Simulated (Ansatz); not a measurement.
# ZnCr3C: relaxing a made-up structure

This structure for ZnCr3C is made up. Its elements were placed in a known structure type with a cell scaled to their sizes. What cell does the guess relax to, and how far off was it?

Calculated with Ansatz 0.2.0; DFT, PBEsol, plane-wave PAW, default files, scalar-relativistic, ferromagnetic start, cell and ions relaxed at zero pressure, in the first sound run; inputs show where later runs differ.

## Step 1: The starting structure

Symmetry: Pm-3m, No. 221, cubic system. The conventional cell has a = 3.886 Å, b = 3.886 Å, c = 3.886 Å, α = 90.00°, β = 90.00°, γ = 90.00°. Zn has 12 Cr at 2.75 Å nearest. Nearest to Cr lie 2 C at 1.94 Å and 4 Zn at 2.75 Å and 8 Cr at 2.75 Å. Nearest to C lie 6 Cr at 1.94 Å. Farther neighbours are not listed.

Coordinates:

```cif
data_structure
_symmetry_space_group_name_H-M 'Pm-3m'
_symmetry_Int_Tables_number 221
_cell_length_a 3.8860
_cell_length_b 3.8860
_cell_length_c 3.8860
_cell_angle_alpha 90.000
_cell_angle_beta 90.000
_cell_angle_gamma 90.000
_cell_volume 58.68
loop_
_atom_site_label
_atom_site_type_symbol
_atom_site_symmetry_multiplicity
_atom_site_Wyckoff_symbol
_atom_site_fract_x
_atom_site_fract_y
_atom_site_fract_z
_atom_site_occupancy
Zn1 Zn 1 a 0.00000 0.00000 0.00000 1
Cr1 Cr 3 c 0.50000 0.00000 0.50000 1
C1 C 1 b 0.50000 0.50000 0.50000 1
```

## Step 2: Relaxing cell and atoms

The guess takes its coordinates from another compound and its volume from a rule, so the cell and any free coordinates are relaxed together.

File input.yaml:

```yaml
crystal:
  lattice:
    - [3.886, 0.0, 0.0]
    - [0.0, 3.886, 0.0]
    - [0.0, 0.0, 3.886]
  atoms:
    - { symbol: Zn, position: [0.0, 0.0, 0.0] }
    - { symbol: Cr, position: [0.5, 0.0, 0.5], spin: 3.0 }
    - { symbol: Cr, position: [0.5, 0.5, 0.0], spin: 3.0 }
    - { symbol: Cr, position: [0.0, 0.5, 0.5], spin: 3.0 }
    - { symbol: C, position: [0.5, 0.5, 0.5] }
magnetization:
  spin_polarized: true
kpoints:
  mp_grid: { grid: [7, 7, 7] }
scf:
  occupations: { method: fermi_dirac, width: 0.05 }
hamiltonian:
  xc: pbesol
  pseudopotentials: { kind: paw }
relax:
  f_tol: 0.015
  max_steps: 70
  cell: {}
output:
  forces: true
  stress: true
```

Command:

```
$ ansatz run input.yaml --threads 4 --pin off --max-ram 8192MiB --backend cpu --events-out ev --progress --plain --runs-dir out
```

Numbers of over 12 decimals in the logs are rounded to 6 here.

Log:

```text
Engine: ansatz 0.2.0, aarch64-unknown-linux-gnu
Pseudopotentials: kind: paw
Pseudopotential: Zn, paw, valence charge 12, recommended cutoff 420 eV (normal), Zn.paw.azcp
Pseudopotential: Cr, paw, valence charge 14, recommended cutoff 420 eV (normal), Cr.paw.azcp
Pseudopotential: C, paw, valence charge 4, recommended cutoff 420 eV (normal), C.paw.azcp
Functional definition: PBEsol
  exchange = pbesol_x
  correlation = pbesol_c
Crystal: 5 atoms, lattice volume = 58.682 Å³
Basis set: ecut = 420 eV, 1189 PW (Γ), exchange–correlation on 54×54×54 points (8 copies of the dense FFT grid, shifted against one another)
Bands: 41, of which v1, the nominal top of the filled ones, is band 29 counted from 1 (28 counted from 0)
Symmetry: 48 space group operations
Space group: Pm-3m (ITA 221), of the structure as read, at distance tolerance 3.9e-5 Å
Magnetic group: BNS 221.92 (UNI 1594), of the structure as read, at distance tolerance 3.9e-5 Å
k-points: 20 of 343
Non-local potential: Zn, projectors of the file, l = 0: 2, l = 1: 2, l = 2: 3, l = 3: 1
Non-local potential: Cr, projectors of the file, l = 0: 3, l = 1: 2, l = 2: 3, l = 3: 1
Non-local potential: C, projectors of the file, l = 0: 2, l = 1: 2, l = 2: 1
PAW form: soft (Blöchl's): semilocal exchange-correlation on the pseudo side does not see the compensation charge
PAW frozen core: Zn, regenerated for the run's functional, and the local potential with it (the file was generated under x = pbe(κ = 0.804, μ = 0.219515), c = pbe(β = 0.066725))
PAW frozen core: Cr, regenerated for the run's functional, and the local potential with it (the file was generated under x = pbe(κ = 0.804, μ = 0.219515), c = pbe(β = 0.066725))
PAW frozen core: C, regenerated for the run's functional, and the local potential with it (the file was generated under x = pbe(κ = 0.804, μ = 0.219515), c = pbe(β = 0.066725))
PAW one-centre angular grid: Zn, 590 points (default); XC on 64 Gauss nodes
PAW one-centre angular grid: Cr, 590 points (default); XC on 64 Gauss nodes
PAW one-centre angular grid: C, 110 points (default); XC on 64 Gauss nodes
Initial density: superposition of atomic densities (chi_scale 0.1, normalization cell, long waves kept (reshape's long-wave potential 0.01 eV rms))
Starting moments: Σ|m| = 9 μB on 3 of 5 sites
Initial wavefunctions: pseudopotential atomic-orbital guess
Functional: x = pbesol(κ = 0.804, μ = 0.123457), c = pbesol(β = 0.046)
SCF iter   1: F=—  HF=-13579.956069 eV  |F-HF|=—  |Δ(HF+E_count)|=         —  Δρ=1.28e-1 (↑1.28e-1 ↓7.31e-2)  dr2=2.21e1  dr2_m=1.26e0  M=6.276 μB ∫|m|=6.634 μB  β_m=0.30  ethr=3.10e-3  ⟨swp⟩=5.9  Hψ=5417  notcnv=0
Mixer restart at iter 1: flushing history
preconditioner: auto → Kerker (q_TF=auto, 2.723 Å⁻¹)  [metal: Δε(μ)=0.022 eV  Ē_g=8.700 eV  σ=0.050 eV  W_gap=0.11  n_scr=18 (ndim 8)  ℏωp=28.3 eV  f_vac=0.000  D(μ)=5.71/eV (n_scr^D=80)]
spin=Collinear: Kerker preconditioning applied to the charge; magnetization (m = ρ↑ − ρ↓) channel mixes plain (no charge-response kernel on spin).
SCF iter   2: F=—  HF=-13575.605923 eV  |F-HF|=—  |Δ(HF+E_count)|=    4.35e0  Δρ=6.29e-2 (↑6.29e-2 ↓4.22e-2)  dr2=6.25e0  dr2_m=3.91e-1  M=6.307 μB ∫|m|=6.717 μB  β_m=0.44  ethr=3.10e-3  ⟨swp⟩=3.0  Hψ=3631  notcnv=0  defer=87
SCF iter   3: F=—  HF=-13574.013374 eV  |F-HF|=—  |Δ(HF+E_count)|=    1.59e0  Δρ=1.78e-2 (↑1.66e-2 ↓1.78e-2)  dr2=2.80e-1  dr2_m=6.07e-2  M=6.055 μB ∫|m|=6.527 μB  β_m=0.62  ethr=3.10e-3  ⟨swp⟩=2.5  Hψ=2961  notcnv=0  defer=86
SCF iter   4: F=—  HF=-13575.335132 eV  |F-HF|=—  |Δ(HF+E_count)|=         —  Δρ=9.15e-2 (↑9.15e-2 ↓7.74e-2)  dr2=2.54e-1  dr2_m=3.74e0  M=2.642 μB ∫|m|=2.901 μB  β_m=1.00  ethr=4.82e-4  ⟨swp⟩=2.9  Hψ=3150  notcnv=0  defer=81
Mixer restart at iter 4: flushing history
SCF iter   5: F=—  HF=-13574.515736 eV  |F-HF|=—  |Δ(HF+E_count)|=   8.19e-1  Δρ=2.21e-2 (↑2.21e-2 ↓1.13e-2)  dr2=4.05e-1  dr2_m=5.09e-2  M=3.084 μB ∫|m|=3.267 μB  β_m=0.62  ethr=8.62e-5  ⟨swp⟩=3.0  Hψ=3933  notcnv=0  defer=81
SCF iter   6: F=—  HF=-13574.491101 eV  |F-HF|=—  |Δ(HF+E_count)|=   2.46e-2  Δρ=1.98e-2 (↑1.98e-2 ↓1.43e-2)  dr2=1.18e-1  dr2_m=1.06e-1  M=2.390 μB ∫|m|=2.543 μB  β_m=0.49  ethr=8.62e-5  ⟨swp⟩=3.3  Hψ=4542  notcnv=0  defer=59
SCF iter   7: F=—  HF=-13574.411802 eV  |F-HF|=—  |Δ(HF+E_count)|=   7.93e-2  Δρ=9.25e-3 (↑9.00e-3 ↓9.25e-3)  dr2=5.87e-3  dr2_m=4.34e-2  M=2.414 μB ∫|m|=2.562 μB  β_m=0.46  ethr=8.62e-5  ⟨swp⟩=2.1  Hψ=3082  notcnv=0  defer=59
SCF iter   8: F=-13574.393632 eV  HF=-13574.429331 eV  |F-HF|=3.57e-2  |Δ(HF+E_count)|=   1.75e-2  Δρ=1.24e-2 (↑1.24e-2 ↓1.20e-2)  dr2=1.27e-2  dr2_m=7.36e-2  M=1.994 μB ∫|m|=2.118 μB  β_m=0.25  ethr=1.01e-5  ⟨swp⟩=2.0  Hψ=2722  notcnv=0  defer=59
SCF iter   9: F=-13574.412794 eV  HF=-13574.444221 eV  |F-HF|=3.14e-2  |Δ(HF+E_count)|=   1.49e-2  Δρ=1.69e-2 (↑1.69e-2 ↓1.56e-2)  dr2=6.70e-3  dr2_m=1.39e-1  M=1.493 μB ∫|m|=1.597 μB  β_m=0.33  ethr=1.01e-5  ⟨swp⟩=2.2  Hψ=2459  notcnv=0  defer=54
SCF iter  10: F=-13574.431486 eV  HF=-13574.452479 eV  |F-HF|=2.10e-2  |Δ(HF+E_count)|=   8.26e-3  Δρ=1.52e-2 (↑1.52e-2 ↓1.43e-2)  dr2=2.91e-3  dr2_m=1.15e-1  M=0.912 μB ∫|m|=0.986 μB  β_m=0.94  ethr=1.01e-5  ⟨swp⟩=2.0  Hψ=2663  notcnv=0  defer=54
SCF iter  11: F=-13574.445312 eV  HF=-13574.446290 eV  |F-HF|=9.77e-4  |Δ(HF+E_count)|=   6.19e-3  Δρ=3.69e-3 (↑3.69e-3 ↓3.32e-3)  dr2=1.03e-4  dr2_m=6.58e-3  M=0.244 μB ∫|m|=0.262 μB  β_m=0.97  ethr=5.02e-6  ⟨swp⟩=2.7  Hψ=3241  notcnv=0  defer=54
SCF iter  12: F=-13574.446118 eV  HF=-13574.446207 eV  |F-HF|=8.92e-5  |Δ(HF+E_count)|=   8.24e-5  Δρ=6.13e-4 (↑6.13e-4 ↓3.57e-4)  dr2=1.26e-4  dr2_m=8.99e-5  M=-0.009 μB ∫|m|=0.011 μB  β_m=0.98  ethr=1.77e-7  ⟨swp⟩=3.0  Hψ=3460  notcnv=0  defer=48
SCF iter  13: F=-13574.446195 eV  HF=-13574.446210 eV  |F-HF|=1.42e-5  |Δ(HF+E_count)|=   2.23e-6  Δρ=4.08e-4 (↑3.53e-4 ↓4.08e-4)  dr2=4.35e-6  dr2_m=7.66e-5  M=-0.020 μB ∫|m|=0.021 μB  β_m=0.97  ethr=1.77e-7  ⟨swp⟩=2.0  Hψ=2695  notcnv=0  defer=48
SCF iter  14: F=-13574.446196 eV  HF=-13574.446207 eV  |F-HF|=1.18e-5  |Δ(HF+E_count)|=   2.15e-6  Δρ=3.45e-4 (↑3.45e-4 ↓2.45e-4)  dr2=6.74e-6  dr2_m=4.59e-5  M=0.017 μB ∫|m|=0.018 μB  β_m=0.99  ethr=7.50e-9  ⟨swp⟩=3.0  Hψ=3006  notcnv=0  defer=48
SCF iter  15: F=-13574.446202 eV  HF=-13574.446204 eV  |F-HF|=2.14e-6  |Δ(HF+E_count)|=   3.25e-6  Δρ=1.47e-4 (↑1.47e-4 ↓1.16e-4)  dr2=9.40e-7  dr2_m=9.09e-6  M=0.008 μB ∫|m|=0.008 μB  β_m=0.97  ethr=7.50e-9  ⟨swp⟩=2.0  Hψ=2380  notcnv=0  defer=48
[...]
SCF iter  12: F=-13574.609709 eV  HF=-13574.609709 eV  |F-HF|=1.68e-8  |Δ(HF+E_count)|=   7.41e-8  Δρ=2.91e-6 (↑2.91e-6 ↓2.87e-6)  dr2=1.91e-8  dr2_m=5.53e-12  M=-0.000 μB ∫|m|=0.000 μB  ethr=1.64e-10  ⟨swp⟩=1.5  Hψ=4370  notcnv=0
the starting moments were not kept: the SCF closed with an absolute magnetisation of 6.4e-6 μB, where they sum to 9 μB in size (3 sites). That is at most 0.1 of that sum. Measured as dr2_m measures the in/out step, that magnetisation stands 8.7e-12 eV from none, at or under the dr2_threshold of 5.0e-7 eV: it is no larger than a step whose dr2_m would equal this threshold.
SCF 3 converged in 12 iterations: F = -13574.609709 eV  dr2 = 1.91e-8
relax step   3: F+E_penalty+E_count = -13574.60970870 eV  Δ(F+E_penalty+E_count) = -1.138e-2 eV  max|allowed force component| = 1.920e-29 eV/Å  Δτ_max = 0.0000 Å  P = +0.424 GPa  Ω = 54.972 Å³  energy of the carried Pulay correction = +4.445e-3 eV  (12 SCF iters, dr2 threshold 5.00e-7 eV, accepted)
[...]
relax step   4: F+E_penalty+E_count = -13574.60971353 eV  Δ(F+E_penalty+E_count) = -4.832e-6 eV  max|allowed force component| = 8.372e-29 eV/Å  Δτ_max = 0.0000 Å  P = -0.011 GPa  Ω = 55.071 Å³  energy of the carried Pulay correction = +4.322e-3 eV  (9 SCF iters, dr2 threshold 4.49e-7 eV, accepted)
[...]
relax step   5: F+E_penalty+E_count = -13574.60639139 eV  Δ(F+E_penalty+E_count) = +3.322e-3 eV  max|allowed force component| = 1.031e-28 eV/Å  Δτ_max = 0.0000 Å  P = -0.092 GPa  Ω = 55.071 Å³  stress off target by 9.20e-2 GPa  SCF on the basis re-selected at this cell (its energy is not comparable with the rows above)  (9 SCF iters)
[...]
relax step   6: F+E_penalty+E_count = -13574.60642353 eV  Δ(F+E_penalty+E_count) = -3.214e-5 eV  max|allowed force component| = 3.313e-28 eV/Å  Δτ_max = 0.0000 Å  P = -0.000 GPa  Ω = 55.050 Å³  energy of the carried Pulay correction = +2.611e-5 eV  (9 SCF iters, dr2 threshold 2.11e-8 eV, accepted)
iter 1 solved again at ethr=5.44e-8 eV; its pass at ethr=3.10e-3 eV (dr2=3.16e-5 eV) is discarded
SCF iter   1: F=—  HF=-13574.606425 eV  |F-HF|=—  |Δ(HF+E_count)|=         —  Δρ=3.41e-7 (↑3.40e-7 ↓3.41e-7)  dr2=2.92e-10  dr2_m=1.59e-12  M=-0.000 μB ∫|m|=0.000 μB  β_m=0.65  ethr=5.44e-8  ⟨swp⟩=3.0  Hψ=9683  notcnv=0
eigensolver tolerance schedule: the retry pair's looser diagonalisation over-reported the residual by 108024.01 of it (diagonalisation noise at an unbounded share of the residual, at the tolerance the schedule requests for it); recorded, not acted on — ethr = c·dr2/N_el stays at c = 1.0e-1
preconditioner: auto → none  [metal: Δε(μ)=0.065 eV  Ē_g=7.967 eV  σ=0.050 eV  W_gap=0.31  n_scr=6 (ndim 8)  ℏωp=29.2 eV  f_vac=0.000  D(μ)=5.72/eV (n_scr^D=80)]
SCF iter   2: F=—  HF=-13574.606424 eV  |F-HF|=—  |Δ(HF+E_count)|=   1.41e-6  Δρ=3.64e-7 (↑3.32e-7 ↓3.64e-7)  dr2=6.23e-10  dr2_m=4.68e-13  M=-0.000 μB ∫|m|=0.000 μB  β_m=0.30  ethr=1.00e-12  ⟨swp⟩=3.1  Hψ=3985  notcnv=0
SCF iter   3: F=—  HF=-13574.606424 eV  |F-HF|=—  |Δ(HF+E_count)|=  2.13e-10  Δρ=2.14e-7 (↑1.99e-7 ↓2.14e-7)  dr2=1.25e-10  dr2_m=5.22e-13  M=-0.000 μB ∫|m|=0.000 μB  β_m=0.65  ethr=1.00e-12  ⟨swp⟩=2.0  Hψ=2016  notcnv=0
SCF iter   4: F=—  HF=-13574.606424 eV  |F-HF|=—  |Δ(HF+E_count)|=  3.04e-10  Δρ=8.84e-8 (↑8.84e-8 ↓7.52e-8)  dr2=6.62e-12  dr2_m=2.57e-13  M=-0.000 μB ∫|m|=0.000 μB  β_m=0.66  ethr=1.00e-12  ⟨swp⟩=2.0  Hψ=1890  notcnv=0
SCF iter   5: F=—  HF=-13574.606424 eV  |F-HF|=—  |Δ(HF+E_count)|=  6.55e-11  Δρ=1.43e-7 (↑1.26e-7 ↓1.43e-7)  dr2=4.02e-11  dr2_m=9.52e-14  M=-0.000 μB ∫|m|=0.000 μB  β_m=0.62  ethr=1.00e-12  ⟨swp⟩=1.0  Hψ=1640  notcnv=0  recentre
SCF iter   6: F=—  HF=-13574.606424 eV  |F-HF|=—  |Δ(HF+E_count)|=  6.91e-11  Δρ=5.74e-8 (↑5.74e-8 ↓5.12e-8)  dr2=4.16e-12  dr2_m=3.46e-14  M=-0.000 μB ∫|m|=0.000 μB  β_m=0.51  ethr=1.00e-12  ⟨swp⟩=1.8  Hψ=1676  notcnv=0
SCF iter   7: F=-13574.606424 eV  HF=-13574.606424 eV  |F-HF|=0.00e0  |Δ(HF+E_count)|=  1.82e-11  Δρ=4.83e-8 (↑4.59e-8 ↓4.83e-8)  dr2=5.84e-12  dr2_m=1.46e-15  M=-0.000 μB ∫|m|=0.000 μB  ethr=1.00e-12  ⟨swp⟩=2.1  Hψ=4112  notcnv=0
the starting moments were not kept: the SCF closed with an absolute magnetisation of 1.7e-7 μB, where they sum to 9 μB in size (3 sites). That is at most 0.1 of that sum. Measured as dr2_m measures the in/out step, that magnetisation stands 9.4e-15 eV from none, at or under the dr2_threshold of 5.0e-11 eV: it is no larger than a step whose dr2_m would equal this threshold.
SCF 7 converged in 7 iterations: F = -13574.606424 eV  dr2 = 5.84e-12
relax step   7: F+E_penalty+E_count = -13574.60642354 eV  Δ(F+E_penalty+E_count) = -3.442e-9 eV  max|allowed force component| = 1.115e-28 eV/Å  Δτ_max = 0.0000 Å  P = -0.001 GPa  Ω = 55.050 Å³  stress off target by 7.37e-4 GPa  SCF on the basis re-selected at this cell (its energy is not comparable with the rows above)  (7 SCF iters)
basis re-selected at this cell: Δ(F+E_penalty+E_count) = -3.442e-9 eV, ΔP = -0.001 GPa vs the last step (what re-selecting the basis moved, of the pressure what is left beyond the Pulay correction that the steps carried, after the strain that the cell walked since its last selection, with what the two solves' SCF thresholds leave and, on support functions, any second-order correction that the steps lacked; it is no m [...]
SCF converged after 7 iterations
Magnetization: -0.0000 μB (29.0000 up, 29.0000 down)
Absolute magnetization: 0.0000 μB (∫|ρ↑−ρ↓|, with the PAW one-centre terms)
Spin contamination: 0.0000 ħ² per cell (⟨S²⟩ above its minimum at these occupations)
Per-site moments (μB) at R_I (Å): [(3.4724969918945236e-10, 1.109589), (-4.339198891451632e-8, 0.784598), (-4.3391988519914585e-8, 0.784598), (-4.3391988612860384e-8, 0.784598), (3.390847831613745e-9, 0.784598)]
Free energy (F): -13574.606424 eV
Harris-Foulkes:  -13574.606424 eV  (|F-HF|=0.00e0)
Internal energy: -13574.558644 eV  (E = F + TS)
E sigma→0 (E₀):  -13574.582534 eV
Entropy (-TS):   -0.047780 eV (-9.556 meV/atom)
Fermi energy:    16.235698 eV
--- Per-component energies (eV) ---
  E_band       = -411.650898
  E_kinetic    = 1255.481627
  E_local      = -5399.169284  (includes V_loc(G=0)·N_el)
  E_nonlocal   = 877.642132
  E_hartree    = 2306.725993
  E_xc         = -603.610143
  E_vxc        = -650.315180  (∫ρ·V_xc dr)
  E_paw        = -5381.589662  (= ΣΔE_a)
  E_vpaw       = -1108.743226  (= ΣTr[D̂ρ^β])
  E_aug_tail   = 0.000916  (compensation charges beyond the density's cutoff)
  E_ewald      = -6631.338677
  E_core_change = 1.298454  (= ΣΔE_core)
  E_smearing   = -0.047780  (= −TS)
  E_closure    = -0.000000  (closes the sum)
  Σ components = -13574.606424   (vs F -13574.606424, Δ=0.00e0)
--- Forces (eV/Å), atoms counted from 1 ---
  atom   1  Zn    -0.00000000     0.00000000    -0.00000000
  atom   2  Cr     0.00000000    -0.00000000    -0.00000000
  atom   3  Cr     0.00000000     0.00000000    -0.00000000
  atom   4  Cr    -0.00000000     0.00000000     0.00000000
  atom   5  C      0.00000000    -0.00000000    -0.00000000
  max |Σ_I F_I| component: 1.68e-28 eV/Å
--- Stress (GPa, compression-positive) ---
       -0.000737      -0.000000      -0.000000
       -0.000000      -0.000737       0.000000
       -0.000000       0.000000      -0.000737
  P = ⅓ Tr σ = -0.0007 GPa (-0.007 kbar)
--- Relaxed structure (5 steps of the walk, 5 accepted, 2 SCFs on fresh bases) ---
  F+E_penalty+E_count = -13574.60642354 eV   max|allowed force component| = 1.115e-28 eV/Å   (the final SCF, on the basis selected at the relaxed cell)
  cell:  # Å, volume = 55.0502 Å³
    - [3.804110, 0, 0]
    - [0, 3.804110, 0]
    - [0, 0, 3.804110]
  atoms:
    - { symbol: Zn, position: [0, 0, 0] }
    - { symbol: Cr, position: [0.500000, 0, 0.500000] }
    - { symbol: Cr, position: [0.500000, 0.500000, 0] }
    - { symbol: Cr, position: [0, 0.500000, 0.500000] }
    - { symbol: C, position: [0.500000, 0.500000, 0.500000] }
```

The job ended after 18 s (4 threads of Arm Neoverse V1, shared host; peak memory 0.44 GiB).

Step by step:

```tsv
step	energy less that of the first step (eV)	largest force component (eV/Å)	pressure (GPa)	volume (Å³)
1	0.0000	0.0000	-13.35	58.68
2	-0.1521	0.0000	-3.69	55.95
3	-0.1635	0.0000	0.42	54.97
4	-0.1635	0.0000	-0.01	55.07
5*	-0.1602	0.0000	-0.09	55.07
6	-0.1602	0.0000	0.00	55.05
7*	-0.1602	0.0000	0.00	55.05
```

Relaxation steps marked * repeat the geometry before them on a plane-wave basis chosen anew for their cell, so energy and pressure can jump there.

Forces are held to the 48 operations that the run works with; a distortion that breaks them can't arise in this run.

```tsv
conventional cell, symmetrised	before	after	change
a (Å)	3.886	3.804	-2.1 %
b (Å)	3.886	3.804	-2.1 %
c (Å)	3.886	3.804	-2.1 %
volume (Å³/atom)	11.74	11.01	-6.2 %
```

Final coordinates:

```xyz
5
Lattice="3.8041 0.0000 0.0000 0.0000 3.8041 0.0000 0.0000 0.0000 3.8041" Properties=species:S:1:pos:R:3 pbc="T T T"
Zn    0.0000    0.0000    0.0000
Cr    1.9021    0.0000    1.9021
Cr    1.9021    1.9021    0.0000
Cr    0.0000    1.9021    1.9021
C     1.9021    1.9021    1.9021
```

Numbers from this step:

```
free energy             : -13574.6064 eV
energy at zero smearing : -13574.5825 eV
smearing term TS        : 0.04778 eV
Fermi energy            : 16.24 eV
electrons               : 58
symmetry operations     : 48
pressure                : -7.37e-4 GPa
```

Shortest distances by pair of elements, guess and relaxed (not always the same contact):

```tsv
pair	guess (Å)	relaxed (Å)
C–Cr	1.943	1.902
Cr–Zn	2.748	2.690
Cr–Cr	2.748	2.690
C–Zn	3.365	3.294
Zn–Zn	3.886	3.804
```

The relaxation ends with a pressure of 0.00 GPa. No moment survives the cycle: this start ends non-magnetic.

(Part 1 of 2 ends here.)

[Logs are printed without paths, hosts, clocks, repeated set-up lines and the standing remarks that a program may print on its own settings, such as how far it seeks lower states.]

[Hosts, paths, dates, database ids (printed as entryN), source tags and the programs' standing remarks are cut or masked in the printed files.]
